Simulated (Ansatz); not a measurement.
# Ta2CF2 monolayer: a soft mode frozen in, part 2 of 3

Wanted: the energy along a soft mode of Ta2CF2 monolayer and the structure at the end.

Ansatz 0.2.0; DFT PBE, scalar-relativistic, plane waves, PAW; PAW set soft_1.

So far, highest frequency on the path or at a solved wavevector (cm⁻¹): step 2 (the dispersion) 763. Also lowest frequency on the path (cm⁻¹): step 2 -63.1.

## (5) Energy along the mode, all amplitudes (two of the runs are shown above)

An imaginary frequency means negative curvature, so the energy should fall and then rise again as anharmonic terms take over.

Numbers from this step:

| Item | Value |
| --- | --- |
| depth at the lowest point sampled | 0.8 meV/atom |
| largest atomic shift at that point | 0.14 Å |

The energy from the parent by largest atomic shift:

| largest atomic shift (Å) | energy from the parent (meV/atom) |
| --- | --- |
| 0.0000 | 0 |
| 0.0400 | -0.237 |
| 0.0800 | -0.733 |
| 0.1400 | -0.8 |
| 0.2200 | 5.27 |

Displacement at unit largest shift by atom:

| atom | x (Å) | y (Å) | z (Å) | size |
| --- | --- | --- | --- | --- |
| C1 | 0.00 | -0.18 | -0.98 | 1.00 |
| C2 | 0.00 | 0.18 | 0.98 | 1.00 |
| Ta3 | 0.00 | 0.55 | -0.10 | 0.56 |
| Ta4 | 0.00 | -0.55 | 0.10 | 0.56 |
| Ta5 | 0.00 | -0.55 | 0.10 | 0.56 |
| Ta6 | 0.00 | 0.55 | -0.10 | 0.56 |
| F7 | 0.00 | 0.03 | -0.49 | 0.49 |
| F8 | 0.00 | -0.03 | 0.49 | 0.49 |
| F9 | 0.00 | -0.03 | 0.49 | 0.49 |
| F10 | 0.00 | 0.03 | -0.49 | 0.49 |

The lowest of the steps tried is at 0.14 Å, 0.8 meV/atom below the parent; the bottom of the well need not coincide with a step.

## (6) Relaxation from the frozen mode

Starting from the lowest point found, all atoms and the cell are let go, so that strain and other modes of the same symmetry can join in.

input.yaml

```yaml
crystal:
  lattice:
    - [3.2057835833, 0.0, 0.0]
    - [0.0, 5.5525800443, 0.0]
    - [0.0, 0.0, 33.2]
  atoms:
    - { symbol: C, position: [0.5, 0.4954697166, 0.2970565784] }
    - { symbol: C, position: [0.0, 0.0045302834, 0.3053530601] }
    - { symbol: Ta, position: [0.0, 0.3471544142, 0.3335673471] }
    - { symbol: Ta, position: [0.5, 0.8195122525, 0.3344196904] }
    - { symbol: Ta, position: [0.5, 0.1528455858, 0.2688422914] }
    - { symbol: Ta, position: [1.0, 0.6804877475, 0.2679899481] }
    - { symbol: F, position: [0.5, 0.1675296218, 0.3741199987] }
    - { symbol: F, position: [1.0, 0.6658037115, 0.3782444239] }
    - { symbol: F, position: [0.0, 0.3324703782, 0.2282896398] }
    - { symbol: F, position: [0.5, 0.8341962885, 0.2241652146] }
  periodic: [true, true, false]
kpoints:
  mp_grid: { grid: [12, 6, 1] }
hamiltonian:
  xc: pbe
  pseudopotentials: { kind: paw, azcp: { folder: soft_1 } }
scf:
  occupations: { method: methfessel_paxton, width: 0.2 }
output:
  forces: true
  stress: true
  eigenvalues: true
  write_density: true
  write_potential: true
  elf: true
  volumetric_format: npy
relax:
  adjacent_minimum: "off"
  f_tol: 0.002
  max_steps: 120
  cell: { stress_2d_tol: 0.005 }
```

Command:

```console
> ansatz run input.yaml --threads 4 --pin off --max-ram 16384MiB --backend cpu --events-out ev --progress --plain --runs-dir out
```

Numbers of over 12 decimals in the logs are rounded to 6 here.

The log of the run:

```text
[...]
Crystal: 10 atoms, lattice volume = 590.972 Å³
Basis set: ecut = 420 eV, 11619 PW (Γ), exchange–correlation on 48×80×450 points (8 copies of the dense FFT grid, shifted against one another)
Bands: 54, of which v1, the nominal top of the filled ones, is band 44 counted from 1 (43 counted from 0)
Symmetry: 4 space group operations
[...]
k-points: 28 of 72
[...]
SCF iter   1: F=—  HF=-43481.901145 eV  |F-HF|=—  |Δ(HF+E_count)|=         —  Δρ=5.76e-2  dr2=3.36e1  ethr=3.10e-3  ⟨swp⟩=10.7  Hψ=9827  notcnv=0
[...]
SCF iter  11: F=-43472.873524 eV  HF=-43472.873524 eV  |F-HF|=6.90e-9  |Δ(HF+E_count)|=   7.01e-8  S|Δr|=    0.00e0  Δρ=3.79e-7  dr2=6.05e-10  ethr=6.28e-12  ⟨swp⟩=12.3  Hψ=14434  notcnv=0
SCF 1 converged in 11 iterations: F = -43472.873524 eV  dr2 = 6.05e-10
[...]
relax step   1: F+E_penalty+E_count = -43472.87352410 eV  Δ(F+E_penalty+E_count) = +0.000e0 eV  max|allowed force component| = 4.490e-1 eV/Å  Δτ_max = 0.0000 Å  P = -0.751 N/m  Ω = 590.972 Å³  fix = [c, alpha, beta]  reactions: c +0.000 N/m; alpha +0.000 N/m/rad  (11 SCF iters, dr2 threshold 1.00e-7 eV, accepted)
Crystal: 10 atoms, lattice volume = 579.073 Å³
Basis set: ecut = 420 eV, 11363 PW (Γ), exchange–correlation on 48×80×450 points (8 copies of the dense FFT grid, shifted against one another)
[...]
iter 1 solved again at ethr=5.56e-5 eV; its pass at ethr=3.10e-3 eV (dr2=4.89e-2 eV) is discarded
[...]
SCF iter   6: F=-43472.873691 eV  HF=-43472.873689 eV  |F-HF|=1.28e-6  |Δ(HF+E_count)|=   2.40e-6  S|Δr|=    0.00e0  Δρ=1.07e-5  dr2=3.80e-7  ethr=1.14e-9  ⟨swp⟩=29.0  Hψ=21819  notcnv=0
SCF 2 converged in 6 iterations: F = -43472.873691 eV  dr2 = 3.80e-7
relax step   2: F+E_penalty+E_count = -43472.87369076 eV  Δ(F+E_penalty+E_count) = -1.667e-4 eV  max|allowed force component| = 6.153e-1 eV/Å  Δτ_max = 0.0585 Å  P = -0.291 N/m  Ω = 579.073 Å³  energy of the carried Pulay correction = +4.593e-3 eV  fix = [c, alpha, beta]  (6 SCF iters, dr2 threshold 1.00e-6 eV, rejected (line search))
Crystal: 10 atoms, lattice volume = 584.426 Å³
Basis set: ecut = 420 eV, 11503 PW (Γ), exchange–correlation on 48×80×450 points (8 copies of the dense FFT grid, shifted against one another)
[...]
SCF iter  11: F=-43472.898533 eV  HF=-43472.898533 eV  |F-HF|=8.73e-11  |Δ(HF+E_count)|=  2.11e-10  S|Δr|=    0.00e0  Δρ=9.64e-9  dr2=3.59e-13  ethr=1.00e-12  ⟨swp⟩=12.1  Hψ=11928  notcnv=0
SCF 3 converged in 11 iterations: F = -43472.898533 eV  dr2 = 3.59e-13
relax step   3: F+E_penalty+E_count = -43472.89853296 eV  Δ(F+E_penalty+E_count) = -2.501e-2 eV  max|allowed force component| = 6.290e-2 eV/Å  Δτ_max = 0.0285 Å  P = -0.329 N/m  Ω = 584.426 Å³  energy of the carried Pulay correction = +2.515e-3 eV  fix = [c, alpha, beta]  reactions: c +0.000 N/m; alpha +0.000 N/m/rad  (11 SCF iters, accepted)
[... from here on, the SCF cycles and remarks between the steps are left out ...]
relax step   4: F+E_penalty+E_count = -43472.90200221 eV  Δ(F+E_penalty+E_count) = -3.469e-3 eV  max|allowed force component| = 1.174e-1 eV/Å  Δτ_max = 0.0126 Å  P = -0.023 N/m  Ω = 581.948 Å³  energy of the carried Pulay correction = +3.475e-3 eV  fix = [c, alpha, beta]  reactions: c +0.000 N/m; alpha +0.000 N/m/rad  (5 SCF iters, dr2 threshold 2.47e-7 eV, accepted)
relax step   5: F+E_penalty+E_count = -43472.90209908 eV  Δ(F+E_penalty+E_count) = -9.687e-5 eV  max|allowed force component| = 2.452e-1 eV/Å  Δτ_max = 0.0486 Å  P = -0.232 N/m  Ω = 580.047 Å³  energy of the carried Pulay correction = +4.213e-3 eV  fix = [c, alpha, beta]  (6 SCF iters, dr2 threshold 8.61e-7 eV, rejected (line search))
relax step   6: F+E_penalty+E_count = -43472.90952324 eV  Δ(F+E_penalty+E_count) = -7.521e-3 eV  max|allowed force component| = 6.497e-2 eV/Å  Δτ_max = 0.0243 Å  P = +0.061 N/m  Ω = 579.277 Å³  energy of the carried Pulay correction = +4.514e-3 eV  fix = [c, alpha, beta]  reactions: c +0.000 N/m; alpha +0.000 N/m/rad  (11 SCF iters, accepted)
relax step   7: F+E_penalty+E_count = -43472.91084464 eV  Δ(F+E_penalty+E_count) = -1.321e-3 eV  max|allowed force component| = 4.354e-2 eV/Å  Δτ_max = 0.0304 Å  P = +0.011 N/m  Ω = 576.279 Å³  energy of the carried Pulay correction = +5.685e-3 eV  fix = [c, alpha, beta]  reactions: c +0.000 N/m; alpha -0.000 N/m/rad  (6 SCF iters, dr2 threshold 2.64e-7 eV, accepted)
relax step   8: F+E_penalty+E_count = -43472.91188389 eV  Δ(F+E_penalty+E_count) = -1.039e-3 eV  max|allowed force component| = 4.953e-3 eV/Å  Δτ_max = 0.0133 Å  P = +0.021 N/m  Ω = 577.503 Å³  energy of the carried Pulay correction = +5.206e-3 eV  fix = [c, alpha, beta]  reactions: c -0.000 N/m; alpha -0.000 N/m/rad  (6 SCF iters, dr2 threshold 1.18e-7 eV, accepted)
relax step   9: F+E_penalty+E_count = -43472.91180815 eV  Δ(F+E_penalty+E_count) = +7.574e-5 eV  max|allowed force component| = 2.499e-3 eV/Å  Δτ_max = 0.0009 Å  P = -0.017 N/m  Ω = 577.719 Å³  energy of the carried Pulay correction = +5.122e-3 eV  fix = [c, alpha, beta]  reactions: c +0.000 N/m; alpha -0.000 N/m/rad  (5 SCF iters, dr2 threshold 1.53e-9 eV, accepted)
relax step  10: F+E_penalty+E_count = -43472.91182401 eV  Δ(F+E_penalty+E_count) = -1.586e-5 eV  max|allowed force component| = 1.049e-2 eV/Å  Δτ_max = 0.0027 Å  P = +0.005 N/m  Ω = 577.649 Å³  energy of the carried Pulay correction = +5.149e-3 eV  fix = [c, alpha, beta]  (6 SCF iters, dr2 threshold 1.36e-9 eV, rejected (line search))
relax step  11: F+E_penalty+E_count = -43472.91185133 eV  Δ(F+E_penalty+E_count) = -4.318e-5 eV  max|allowed force component| = 7.244e-3 eV/Å  Δτ_max = 0.0012 Å  P = -0.010 N/m  Ω = 577.615 Å³  energy of the carried Pulay correction = +5.162e-3 eV  fix = [c, alpha, beta]  reactions: c +0.000 N/m; alpha -0.000 N/m/rad  (9 SCF iters, accepted)
relax step  12: F+E_penalty+E_count = -43472.91184924 eV  Δ(F+E_penalty+E_count) = +2.095e-6 eV  max|allowed force component| = 8.094e-4 eV/Å  Δτ_max = 0.0004 Å  P = -0.001 N/m  Ω = 577.629 Å³  energy of the carried Pulay correction = +5.157e-3 eV  fix = [c, alpha, beta]  reactions: c -0.000 N/m; alpha -0.000 N/m/rad  (5 SCF iters, dr2 threshold 3.28e-9 eV, accepted)
relax step  13: F+E_penalty+E_count = -43472.90749599 eV  Δ(F+E_penalty+E_count) = +4.353e-3 eV  max|allowed force component| = 8.403e-4 eV/Å  Δτ_max = 0.0000 Å  P = -0.064 N/m  Ω = 577.629 Å³  fix = [c, alpha, beta]  reactions: c +0.000 N/m; alpha -0.000 N/m/rad  stress off target by 6.44e-2 N/m on what of the cell is left free  SCF on the basis re-selected at this cell (its energy is not comparable with the rows above)  (8 SCF iters)
relax step  14: F+E_penalty+E_count = -43472.90767464 eV  Δ(F+E_penalty+E_count) = -1.786e-4 eV  max|allowed force component| = 1.038e-2 eV/Å  Δτ_max = 0.0013 Å  P = +0.020 N/m  Ω = 577.193 Å³  energy of the carried Pulay correction = +1.700e-4 eV  fix = [c, alpha, beta]  reactions: c -0.000 N/m; alpha +0.000 N/m/rad  (5 SCF iters, dr2 threshold 4.54e-9 eV, accepted)
relax step  15: F+E_penalty+E_count = -43472.90772265 eV  Δ(F+E_penalty+E_count) = -4.801e-5 eV  max|allowed force component| = 5.236e-3 eV/Å  Δτ_max = 0.0016 Å  P = +0.005 N/m  Ω = 577.103 Å³  energy of the carried Pulay correction = +2.049e-4 eV  fix = [c, alpha, beta]  reactions: c +0.000 N/m; alpha +0.000 N/m/rad  (5 SCF iters, dr2 threshold 6.74e-9 eV, accepted)
relax step  16: F+E_penalty+E_count = -43472.90768731 eV  Δ(F+E_penalty+E_count) = +3.534e-5 eV  max|allowed force component| = 8.535e-4 eV/Å  Δτ_max = 0.0008 Å  P = -0.002 N/m  Ω = 577.205 Å³  energy of the carried Pulay correction = +1.654e-4 eV  fix = [c, alpha, beta]  reactions: c -0.000 N/m; alpha -0.000 N/m/rad  (5 SCF iters, dr2 threshold 1.71e-9 eV, accepted)
[...]
SCF iter   1: F=—  HF=-43472.907758 eV  |F-HF|=—  |Δ(HF+E_count)|=         —  Δρ=2.59e-6  dr2=7.57e-9  ethr=7.98e-8  ⟨swp⟩=9.5  Hψ=18939  notcnv=0
eigensolver tolerance schedule: the retry pair's looser diagonalisation over-reported the residual by 9281.77 of it (diagonalisation noise at 0.31 of the residual, at the tolerance the schedule requests for it); recorded, not acted on — ethr = c·dr2/N_el stays at c = 1.0e-1
SCF iter   2: F=—  HF=-43472.907535 eV  |F-HF|=—  |Δ(HF+E_count)|=   2.23e-4  S|Δr|=    0.00e0  Δρ=2.41e-6  dr2=1.74e-8  ethr=8.60e-12  ⟨swp⟩=7.1  Hψ=7543  notcnv=0
[...]
SCF iter   7: F=-43472.907535 eV  HF=-43472.907535 eV  |F-HF|=1.82e-10  |Δ(HF+E_count)|=  9.46e-11  S|Δr|=    0.00e0  Δρ=3.90e-9  dr2=5.12e-14  ethr=1.00e-12  ⟨swp⟩=13.8  Hψ=9674  notcnv=0
SCF 17 converged in 7 iterations: F = -43472.907535 eV  dr2 = 5.12e-14
relax step  17: F+E_penalty+E_count = -43472.90753519 eV  Δ(F+E_penalty+E_count) = +1.521e-4 eV  max|allowed force component| = 8.564e-4 eV/Å  Δτ_max = 0.0000 Å  P = -0.004 N/m  Ω = 577.205 Å³  fix = [c, alpha, beta]  reactions: c +0.000 N/m; alpha -0.000 N/m/rad  stress off target by 3.79e-3 N/m on what of the cell is left free  SCF on the basis re-selected at this cell (its energy is not comparable with the rows above)  (7 SCF iters)
[...]
SCF converged after 7 iterations
[...]
Free energy (F): -43472.907535 eV
[...]
Internal energy: -43472.904089 eV  (E = F + TS)
E sigma→0 (E₀):  -43472.906674 eV
Entropy (-TS):   -0.003446 eV (-0.345 meV/atom)
Fermi energy:    -4.040945 eV
[...]
--- Forces (eV/Å), atoms counted from 1 ---
  atom   1  C      0.00000000     0.00085639     0.00083176
  atom   2  C      0.00000000    -0.00085639    -0.00083176
  atom   3  Ta     0.00000000     0.00067090    -0.00003291
  atom   4  Ta     0.00000000    -0.00068895    -0.00065279
  atom   5  Ta     0.00000000    -0.00067090     0.00003291
  atom   6  Ta     0.00000000     0.00068895     0.00065279
  atom   7  F      0.00000000    -0.00011125    -0.00027846
  atom   8  F      0.00000000     0.00009165     0.00008652
  atom   9  F      0.00000000     0.00011125     0.00027846
  atom  10  F      0.00000000    -0.00009165    -0.00008652
  max |Σ_I F_I| component: 1.36e-20 eV/Å
--- 2D stress c σ (N/m, compression-positive) ---
       -0.003790       0.000000       0.000000
        0.000000      -0.003488       0.000000
        0.000000       0.000000      -0.000000
  P = ½ c Tr σ = -0.0036 N/m
--- Band table (eV; the first three rows and the last of 28) ---
  k-point 0: bands = [... 40 lower, -7.8754, -5.4837, -5.3361, -4.8107, -3.3284, -2.9106, -2.7714, -2.6260, ... 6 higher]
  k-point 1: bands = [... 40 lower, -7.8049, -5.6249, -5.3523, -4.7916, -3.5022, -3.0069, -2.8386, -2.8051, ... 6 higher]
  k-point 2: bands = [... 40 lower, -7.5775, -6.1718, -4.9648, -4.7366, -4.1410, -3.4903, -3.0170, -2.8039, ... 6 higher]
  k-point 27: bands = [... 40 lower, -7.7324, -7.7324, -2.8910, -2.8910, -2.1407, -2.1407, -1.9792, -1.9792, ... 6 higher]
  ° read free of the cell's end (the report's vacuum.weakly_bound_levels)
--- Relaxed structure (15 steps of the walk, 12 accepted, 2 SCFs on fresh bases) ---
  F+E_penalty+E_count = -43472.90753519 eV   max|allowed force component| = 8.564e-4 eV/Å   (the final SCF, on the basis selected at the relaxed cell)
  cell:  # Å, volume = 577.2046 Å³
    - [3.164910, 0.0, 0.0]
    - [0.0, 5.493263, 0]
    - [0.0, 0, 33.2]
  atoms:
    - { symbol: C, position: [0.5, 0.495094, 0.295721] }
    - { symbol: C, position: [0, 0.00490634, 0.306688] }
    - { symbol: Ta, position: [0, 0.354174, 0.334307] }
    - { symbol: Ta, position: [0.5, 0.813332, 0.335873] }
    - { symbol: Ta, position: [0.5, 0.145826, 0.268102] }
    - { symbol: Ta, position: [1.0, 0.686668, 0.266537] }
    - { symbol: F, position: [0.5, 0.171738, 0.374572] }
    - { symbol: F, position: [1.0, 0.668719, 0.380630] }
    - { symbol: F, position: [0, 0.328262, 0.227838] }
    - { symbol: F, position: [0.5, 0.831281, 0.221780] }
```

Run time: 7.2 min. Hardware: 4 threads of Arm Neoverse V1, shared host; peak memory 1.6 GiB; 28 min of CPU time.

Relaxation path:

| step | energy less that of the first step (eV) | largest force component (eV/Å) | volume (Å³) |
| --- | --- | --- | --- |
| 1 | 0.0000 | 0.4490 | 590.97 |
| 2 | -0.0002 | 0.6153 | 579.07 |
| 3 | -0.0250 | 0.0629 | 584.43 |
| 4 | -0.0285 | 0.1174 | 581.95 |
| 5 | -0.0286 | 0.2452 | 580.05 |
| 6 | -0.0360 | 0.0650 | 579.28 |
| 7 | -0.0373 | 0.0435 | 576.28 |
| 8 | -0.0384 | 0.0050 | 577.50 |
| 9 | -0.0383 | 0.0025 | 577.72 |
| 10 | -0.0383 | 0.0105 | 577.65 |
| 11 | -0.0383 | 0.0072 | 577.62 |
| 12 | -0.0383 | 0.0008 | 577.63 |
| 13* | -0.0340 | 0.0008 | 577.63 |
| 14 | -0.0342 | 0.0104 | 577.19 |
| 15 | -0.0342 | 0.0052 | 577.10 |
| 16 | -0.0342 | 0.0009 | 577.20 |
| 17* | -0.0340 | 0.0009 | 577.20 |

Relaxation steps marked * repeat the geometry before them on a plane-wave basis chosen anew for their cell, so energy and pressure can jump there. Relaxation steps 2, 5, 10 were tried and not accepted.

Forces are held to the 4 operations that the run works with; a distortion that breaks them can't arise in this run.

| cell as run | before | after | change |
| --- | --- | --- | --- |
| a (Å) | 3.206 | 3.165 | -1.3 % |
| b (Å) | 5.553 | 5.493 | -1.1 % |

The atoms that moved most (Å, along periodic axes as changes of fractional coordinates times the final cell, across vacuum about the mean position):

| atom | dx | dy | dz | length |
| --- | --- | --- | --- | --- |
| F10 | 0.000 | -0.016 | -0.079 | 0.081 |
| F8 | 0.000 | 0.016 | 0.079 | 0.081 |
| Ta6 | 0.000 | 0.034 | -0.048 | 0.059 |
| Ta4 | 0.000 | -0.034 | 0.048 | 0.059 |
| Ta5 | 0.000 | -0.039 | -0.025 | 0.046 |
| Ta3 | 0.000 | 0.039 | 0.025 | 0.046 |
| C1 | 0.000 | -0.002 | -0.044 | 0.044 |
| C2 | 0.000 | 0.002 | 0.044 | 0.044 |

The relaxed structure:

```cif
data_structure
_symmetry_space_group_name_H-M 'P 1'
_symmetry_Int_Tables_number 1
_cell_length_a 3.1649
_cell_length_b 5.4933
_cell_length_c 33.2000
_cell_angle_alpha 90.000
_cell_angle_beta 90.000
_cell_angle_gamma 90.000
_cell_volume 577.20
loop_
_atom_site_label
_atom_site_type_symbol
_atom_site_fract_x
_atom_site_fract_y
_atom_site_fract_z
_atom_site_occupancy
C1 C 0.50000 0.49509 0.29572 1
C2 C 0.00000 0.00491 0.30669 1
Ta3 Ta 0.00000 0.35417 0.33431 1
Ta4 Ta 0.50000 0.81333 0.33587 1
Ta5 Ta 0.50000 0.14583 0.26810 1
Ta6 Ta 0.00000 0.68667 0.26654 1
F7 F 0.50000 0.17174 0.37457 1
F8 F 0.00000 0.66872 0.38063 1
F9 F 0.00000 0.32826 0.22784 1
F10 F 0.50000 0.83128 0.22178 1
```

Numbers from this step:

```
area per atom : 1.739 Å²
```

(Part 2 of 3 ends here.)

[Logs are printed without paths, hosts, clocks, repeated set-up lines and the standing remarks that a program may print on its own settings, such as how far it seeks lower states.]

[Hosts, paths, dates, database ids (printed as entryN), source tags and the programs' standing remarks are cut or masked in the printed files.]
